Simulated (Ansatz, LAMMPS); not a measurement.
# Structural relaxation of Zn2+ FSI- in sulfolane and diethyl carbonate, from a frame at 350 K (184 atoms), part 2 of 2

How does Zn2+ FSI- in sulfolane and diethyl carbonate, from a frame at 350 K (184 atoms) relax, and what do bonds, charges and levels look like afterwards?

Ansatz 0.2.0; Kohn-Sham DFT, PBE+D4, PAW (set soft_2), plane waves.

The cell: 45 C, 33 O, 90 H, 9 S, 2 N, 4 F and 1 Zn. The network of contacts between molecules at the start is that of the classical potential that made the cell. The Brillouin zone is sampled at Γ only, in a cell whose shortest periodic width is 12 Å.

So far. Step 4 (Cell and atoms relaxed): The relaxation changed the energy by -62.1 meV/atom, and atoms moved by 0.74 Å r.m.s., 2.3 Å at most.

## (6) Single point at the relaxed geometry

One more single point at the end of the walk gives the fuller output and checks the residual forces.

input.yaml reads:

```yaml
crystal:
  lattice:
    - [12.51431, 0.24997, 0.10714]
    - [0.24997, 12.15334, -0.05706]
    - [0.10714, -0.05706, 12.50388]
  atoms:
    - { symbol: C, position: [0.40866, 0.98663, 0.78408] }
    - { symbol: C, position: [0.48403, 0.89176, 0.814] }
    - { symbol: O, position: [0.59216, 0.92941, 0.82674] }
    - { symbol: C, position: [0.62353, 0.94626, 0.92775] }
    - { symbol: O, position: [0.57176, 0.93194, 0.00916] }
    - { symbol: O, position: [0.72383, 0.98294, 0.92175] }
    - { symbol: C, position: [0.77401, 0.00193, 0.02423] }
    - { symbol: C, position: [0.81482, 0.89555, 0.07366] }
    - { symbol: H, position: [0.39659, 0.04666, 0.84974] }
    - { symbol: H, position: [0.3302, 0.95551, 0.76446] }
    - { symbol: H, position: [0.4382, 0.02777, 0.71235] }
    - { symbol: H, position: [0.49169, 0.83039, 0.74953] }
    - { symbol: H, position: [0.45969, 0.85222, 0.88839] }
    - { symbol: H, position: [0.84006, 0.05504, 0.00433] }
    - { symbol: H, position: [0.7164, 0.04634, 0.07744] }
    - { symbol: H, position: [0.74831, 0.84302, 0.0936] }
    - { symbol: H, position: [0.85729, 0.91405, 0.14727] }
    - { symbol: H, position: [0.87096, 0.85135, 0.01851] }
    - { symbol: C, position: [0.00624, 0.65392, 0.47384] }
    - { symbol: C, position: [0.97338, 0.53639, 0.4583] }
    - { symbol: O, position: [0.88075, 0.53251, 0.39105] }
    - { symbol: C, position: [0.90212, 0.5121, 0.28661] }
    - { symbol: O, position: [0.99056, 0.49487, 0.24601] }
    - { symbol: O, position: [0.80852, 0.51488, 0.23643] }
    - { symbol: C, position: [0.81353, 0.48105, 0.12469] }
    - { symbol: C, position: [0.85212, 0.5707, 0.05225] }
    - { symbol: H, position: [0.94164, 0.70497, 0.51137] }
    - { symbol: H, position: [0.02792, 0.69123, 0.39736] }
    - { symbol: H, position: [0.07577, 0.65553, 0.52608] }
    - { symbol: H, position: [0.94806, 0.49937, 0.53382] }
    - { symbol: H, position: [0.03795, 0.48442, 0.42172] }
    - { symbol: H, position: [0.86389, 0.40535, 0.1172] }
    [... 146 atom lines left out ...]
    - { symbol: F, position: [0.74482, 0.1832, 0.40583] }
    - { symbol: S, position: [0.00292, 0.00324, 0.35307] }
    - { symbol: O, position: [0.00224, 0.89568, 0.30426] }
    - { symbol: O, position: [0.0901, 0.07534, 0.32615] }
    - { symbol: F, position: [0.0228, 0.97767, 0.47813] }
    - { symbol: Zn, position: [0.25943, 0.04673, 0.28481] }
kpoints:
  mp_grid: { grid: [1, 1, 1] }
hamiltonian:
  xc: pbe
  dispersion: d4
scf:
  occupations: { method: fixed }
output:
  forces: true
  stress: true
  populations: intrinsic
  dos:
    method: { smearing: { sigma: 0.08 } }
    de: 0.1
    projected: { site_lists: { C: [C], F: [F], H: [H], "N": ["N"], O: [O] } }
  eigenvalues: true
  write_density: true
  write_potential: true
  volumetric_format: npy
```

Started as:

```console
$ ansatz run input.yaml --threads 4 --pin off --max-ram 8192MiB --backend cpu --events-out ev --progress --plain --runs-dir out
```

Elapsed: 19 s, on 4 threads of Intel Xeon 6975P-C (Granite Rapids), shared host; peak memory 3 GiB; 73 s of CPU time.

The program notes that the exchange-correlation potential is rough where the density is thin.

Read from the output:

```yaml
free_energy: -46889.5976 eV
free_energy_per_atom: -254.8348 eV/atom
scf_cycles: 10
pressure: 0.0004495 GPa
r_m_s_force_component: 0.00272 eV/Å
longest_force: 0.01702 eV/Å
fermi_energy: -0.4794 eV
spacing_of_highest_filled_and_lowest_empty_level: 5.27 eV
```

Intrinsic-atomic-orbital charges by element and coordination:

```csv
element,coordination,atoms,mean charge (e),spread,least,most
C,all,45,-0.259,0.365,-0.548,0.683
C,3,5,0.663,0.0119,0.646,0.683
C,4,40,-0.374,0.174,-0.548,-0.0977
F,all,4,-0.483,0.0052,-0.489,-0.475
H,all,90,0.188,0.017,0.162,0.231
N,all,2,-1.06,0.006,-1.06,-1.05
O,all,33,-0.672,0.260,-0.960,-0.317
O,1,17,-0.801,0.152,-0.922,-0.508
O,2,16,-0.534,0.279,-0.960,-0.317
S,all,9,2.16,0.171,2.00,2.36
Zn,all,1,1.53,0,1.53,1.53
```

Density of states as counts of states in windows of 1 eV (from the Fermi level), total and the larger projections:

```csv
from (eV),to (eV),total,O p,C p,H s,F p
-10,-9,8.4,1.6,1.2,1.6,0.7
-9,-8,25.4,2.9,5.6,5.5,1.0
-8,-7,22.0,4.4,5.2,3.3,1.7
-7,-6,32.8,10.3,10.5,3.2,1.1
-6,-5,42.8,15.0,13.3,4.3,1.6
-5,-4,62.8,13.1,22.2,8.4,6.8
-4,-3,53.8,13.5,20.2,8.0,5.4
-3,-2,73.8,19.1,33.9,15.0,1.3
-2,-1,59.8,34.1,11.7,8.8,1.2
-1,0,49.5,35.5,6.3,2.3,0.4
0,1,1.9,1.3,0.4,0.1,0.0
1,5,0.0,0.0,0.0,0.0,0.0
```

The curve was stored every 0.10 eV, coarse against its broadening of 0.08 eV, so these counts are rough.

With fixed occupations the program's Fermi level is the highest filled level; weight inside the gap is the broadening of levels at its edges.

Between -25 and -10 eV lie 139 more states.

Not all projections were asked for or kept, so they needn't add up to the total.

The levels nearest the highest filled one (over half full), pooled over k-points and spins:

```csv
level less the highest filled one (eV),occupation
-0.248,2
-0.222,2
-0.204,2
-0.169,2
-0.0374,2
0,2
5.27,0
5.46,0
5.59,0
5.78,0
5.97,0
6.01,0
```

Valence density in the ab plane at fractional z = 0.287, with atoms of C and H and N and S and F and O and Zn within 0.2 Å of it. It is the smooth field of the valence electrons, not physical close to the nuclei.

Ten steps, logarithmic in the rise over the least value, from '0' (0 e/Å³) to '9' (30 e/Å³), each cell a mean:
```
32100000111000000000000001000000012
54200000000000000012100011100000124
65200000000000000012210111100000135
43100000000000000001111112210000013
00000000013431000000000013310000000
00000000024653100000000001100000000
00000000013442100000000000000000000
00000000001232200000000000000000000
00000001122334320000000000000000000
00000013333333210000000000000001100
11000012333211000000000000122223322
42100001232100000000000000123334444
42100000122100000000000000012223334
11000000000000012221111100000001111
00000000000000022222355410000000000
00000000000000022223467620000011000
00000000000000023332234310000244310
00000000000000134432100000001366520
00000000000000145542000000000244310
00000000000000123431000000000111100
00111000110000112211111000000011000
12343112453111222111222000000011110
12343214896212332100111000000122211
22221112675211221000000000000011112
```
Columns run along a (12.5 Å), rows up along b (12.2 Å). Atoms in or near the plane, at fractional coordinates: C at (0.90, 0.51), H at (0.74, 0.80), N at (0.48, 0.23), S at (0.51, 0.36), F at (0.63, 0.35), O at (0.89, 0.26), Zn at (0.26, 0.05).

Electrostatic potential energy in the ab plane at fractional z = 0.287, with atoms of C and H and N and S and F and O and Zn within 0.2 Å of it. With pseudopotentials it is smooth inside the atoms' cores, unlike the true potential.

Ten even steps from '0' (-38 eV) to '9' (7 eV), each cell a mean:
```
56899998667899999999999998999999986
14899999999999999975899998899999972
02899999999999999975899988999999971
57999999999999999999899988899999996
99999999997569999999999984389999999
99999999982016999999999997789999999
99999999995237999999999999999999999
99999999998646899999999999999999999
99999998887402589999999999999999999
99999987325656789999999999999988899
99999986204889999999999999998742368
48999998767899999999999999975510022
58999999987899999999999999998852254
99999999999999987557899999999998899
99999999999999861001532499999999999
99999999999999850100300179999999999
99999999999999973113764699999843699
99999999999999951148999999999600289
99999999999999940038999999999843599
99999999999999974368999999999988999
99999998878999987678999999999999999
98536885223789888788989999999999999
77535872000488558999999999999998887
46789984101589889999999999999999875
```
Columns run along a (12.5 Å; values clipped at the 3rd and 97th percentile), rows up along b (12.2 Å). Atoms in or near the plane, at fractional coordinates: C at (0.90, 0.51), H at (0.74, 0.80), N at (0.48, 0.23), S at (0.51, 0.36), F at (0.63, 0.35), O at (0.89, 0.26), Zn at (0.26, 0.05).

Mean intrinsic-atomic-orbital charges: C -0.26, F -0.48, H +0.19, N -1.06, O -0.67, S +2.16 e.

A closer look about Zn184, the only Zn atom: 13 atoms, nearest first, numbered in the order of the input, with positions taken from that point.

```csv
atom,x,y,z,distance (Å),bonds,intrinsic-atomic-orbital charge (e)
Zn184,0.00,0.00,0.00,0.00,6,1.53
O121,0.40,1.27,1.55,2.04,2,-0.94
O153,-0.44,-1.34,-1.48,2.05,2,-0.96
O77,0.11,-1.60,1.33,2.08,2,-0.57
O169,2.05,0.08,-0.56,2.13,2,-0.92
O136,-0.23,1.77,-1.19,2.15,2,-0.95
O182,-2.11,0.30,0.50,2.19,2,-0.93
C76,0.32,-2.81,1.39,3.16,3,0.68
S167,2.89,1.22,-0.91,3.27,4,2.36
S152,-1.49,-1.65,-2.48,3.33,4,2.01
S122,0.02,1.60,2.93,3.34,4,2.02
S137,-0.51,2.06,-2.62,3.37,4,2.01
S180,-3.21,-0.60,0.83,3.37,4,2.35
```

The column of bonds counts only the pairs H-C within 1.34 Å, C-C within 1.85 Å, C-O within 1.73 Å, C-S within 2.21 Å, O-S within 1.88 Å, O-Zn within 2.50 Å, S-F within 1.98 Å, S-N within 2.02 Å; other neighbours, such as metal atoms beside each other in a compound, aren't counted, and periodic images can show an atom twice.

## (7) Another try, on a changed input

A doubtful change is made on purpose, to see how the program answers.

input.yaml, the sections that differ from step 6:

```yaml
crystal:
  lattice:
    - [12.06499, 0.0, 0.0]
    - [0.0, 12.06499, 0.0]
    - [0.0, 0.0, 12.06499]
  atoms:
    [... the 184 atom lines of step 3 ...]
scf:
  occupations: { method: fixed }
  max_iter: 75
output:
  forces: true
total_charge: 10
# kpoints, hamiltonian: as in step 6
```

Wall time 60 s (4 threads); peak memory 2.8 GiB.

Residual by cycle:

cycle, log10 residual and a bar from the least value:
```
        1        1.9 ##############################
        5        1.5 #########################
       10        1.2 #####################
       14        1.2 #####################
       18        0.9 #################
       22        0.6 ##############
       27        0.5 #############
       31       -0.4 ##
       35        0.3 ###########
       39       -0.5 
       44        0.4 ###########
       48        0.5 #############
```

The run was cut off at its time limit.

After 48 cycles the residual stands at 3.2.

The change made on purpose: total_charge = 10.

## (8) Other settings

Changed here: basis.ecutrho_ratio = 8, hamiltonian.pseudopotentials.kind = "paw" and hamiltonian.pseudopotentials.source = "ansatz".

This step: Kohn-Sham DFT, PBE+D4, PAW (ansatz set), plane waves (Ansatz 0.2.0).

input.yaml, the sections that differ from step 7:

```yaml
hamiltonian:
  xc: pbe
  dispersion: d4
  pseudopotentials: { kind: paw, source: ansatz }
scf:
  occupations: { method: fixed }
output:
  forces: true
  stress: true
  populations: true
  dos:
    method: { smearing: { sigma: 0.15 } }
    de: 0.1
    projected: { site_lists: { C: [C], F: [F], H: [H], "N": ["N"], O: [O] } }
  eigenvalues: true
basis:
  ecutrho_ratio: 8
# crystal, kpoints: as in step 7
# total_charge: removed
```

The job ended after 3.5 s (4 threads; peak memory 1.2 GiB).

The program refused the input before any cycle.

The program's message: “Error: memory limit exceeded: the `scf loop` phase needs 10.18 GiB against the run's memory maximum of 8.00 GiB; largest carriers: ion tables 3.64 GiB, eigensolver slots 2.13 GiB, density mixer 1.26 G …”

The refusal is over memory: the job needs 10.18 GiB where 8.00 GiB were allowed.

Runs without a result: basis.ecutrho_ratio = 8, hamiltonian.pseudopotentials.kind = "paw" and hamiltonian.pseudopotentials.source = "ansatz" (refused).

## (9) What came out

| Property | Result |
| --- | --- |
| energy change in the relaxation | -62.11 meV/atom |
| r.m.s. displacement | 0.739 Å |
| largest displacement | 2.258 Å |
| free energy per atom | -254.8348 eV/atom |
| pressure | 0.0004495 GPa |
| r.m.s. force component | 0.00272 eV/Å |
| gap (highest filled to lowest empty level) | 5.27 eV |
| wall time of the 4 DFT runs | 11 min |

In words: Relaxation lowers the energy by 62.1 meV/atom and moves atoms by 0.74 Å r.m.s.; the r.m.s. force component goes from 1.0 to 0.0027 eV/Å, the pressure goes from 5.0 to 4.5e-4 GPa, and the gap from 4.37 to 5.27 eV. Displacements are taken in the final cell, so they leave out its strain. By the final cutoffs no bond was broken or made. The cell grew by 8.2 % in volume. First to last step the energy falls by 11.428 eV, across changes of basis; the largest move, 2.26 Å, is that of F179. The O-Zn bonds change most in mean length: from 1.954 Å (spread 0.099) to 2.106 Å (spread 0.053). With the cutoffs above, 89 % of C atoms have 4, all F atoms have 1, all H atoms have 1 and all N atoms have 2 bonded neighbours. Between filled and empty levels lie 5.27 eV (at Γ alone); a semilocal functional tends to put such gaps too low. In a disordered cell it changes from sample to sample and from frame to frame.

**Limits.** The network of contacts between molecules at the start is that of the classical potential that made the cell; in DFT atoms moved by 0.74 Å r.m.s.

[Logs are printed without paths, hosts, clocks, repeated set-up lines and the standing remarks that a program may print on its own settings, such as how far it seeks lower states.]

[Hosts, paths, dates, database ids (printed as entryN), source tags and the programs' standing remarks are cut or masked in the printed files.]
